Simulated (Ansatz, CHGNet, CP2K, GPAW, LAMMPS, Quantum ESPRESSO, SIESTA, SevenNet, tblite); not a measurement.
# Which run comes nearest? Glassy 53P2O5-24SrO-24Li2O (mol %) (83 atoms)

Density of this cell: 2.69 g/cm³. The cell holds 83 atoms: 18 P, 4 Sr, 8 Li and 53 O. Cell: a = 10.375 Å, b = 10.375 Å, c = 10.375 Å, α = 90.0°, β = 90.0°, γ = 90.0°. 83 atoms (18 P, 4 Sr, 8 Li, 53 O) placed at random at 2.74 g/cm³, melted at 4000 K for 10 ps at fixed volume with the Morse and Coulomb pair potential with partial charges (Pedone, Malavasi, Menziani, Cormack and Segre, J. Phys. Chem. B 110, 11780 (2006)). Quenched from 4000 K to 300 K at 20 K/ps and fixed volume, held 10 ps at zero pressure, then minimised at fixed cell.

Geometry: as built.

The reference, a calculation:

```
method                                           : Kohn-Sham DFT, PBE, PAW, plane waves (Ansatz 0.2.0); cutoff 420 eV, Γ point, fermi-dirac smearing of 0.05 eV; PAW set soft_2
r.m.s. force component                           : 1.226 eV/Å
longest force                                    : 4.925 eV/Å
pressure                                         : 2.124 GPa
gap (highest filled to lowest empty level) : 2.263 eV
SCF cycles                                       : 9
time                                             : 16 s on 4 threads of Arm Neoverse V1, shared host
CPU time                                         : 59 s
```

Runs, in no order:
A. SIESTA PBE, DZP, shift 0.01 Ry, mesh 500 Ry: Kohn-Sham DFT, PBE, PseudoDojo 0.4.1 norm-conserving pseudopotentials (converted to PSML), numerical atomic orbitals (DZP), diagonalisation
B. GPAW PBE, LCAO dzp, h 0.18 Å: Kohn-Sham DFT, PBE, PAW, atomic orbitals (dzp)
C. SevenNet l3i5 potential: machine-learned interatomic potential SevenNet l3i5, trained on PBE(+U) plane-wave data
D. SIESTA PBE, SZP, shift 0.01 Ry, mesh 500 Ry: Kohn-Sham DFT, PBE, PseudoDojo 0.4.1 norm-conserving pseudopotentials (converted to PSML), numerical atomic orbitals (SZP), diagonalisation
E. CHGNet 0.3.0 potential: machine-learned interatomic potential CHGNet 0.3.0, trained on PBE(+U) plane-wave data

**Question.** Rank the runs by how far their forces lie from the reference's, least first.

C, E, B, A, D.

```csv
run,"Δ force, r.m.s. (meV/Å)",share of r.m.s. force (%),CPU time
C. SevenNet l3i5 potential,97.5,7.95,9.6 s
E. CHGNet 0.3.0 potential,179,14.6,3.2 s
"B. GPAW PBE, LCAO dzp, h 0.18 Å",588,48.0,2.6 min
"A. SIESTA PBE, DZP, shift 0.01 Ry, mesh 500 Ry",842,68.6,4.6 min
"D. SIESTA PBE, SZP, shift 0.01 Ry, mesh 500 Ry",1742,142,3.9 min
```

Machine-learned potentials mimic data converged in k, so the reference's own k-point error enters their differences. The network of bonds at the start is that of the classical potential that made the cell, and needn't be the one that DFT or experiment would give. The electronic-structure runs sample only Γ, in a cell whose shortest periodic width is 10 Å.

[Logs are printed without paths, hosts, clocks, repeated set-up lines and the standing remarks that a program may print on its own settings, such as how far it seeks lower states.]

[Hosts, paths, dates, database ids (printed as entryN), source tags and the programs' standing remarks are cut or masked in the printed files.]
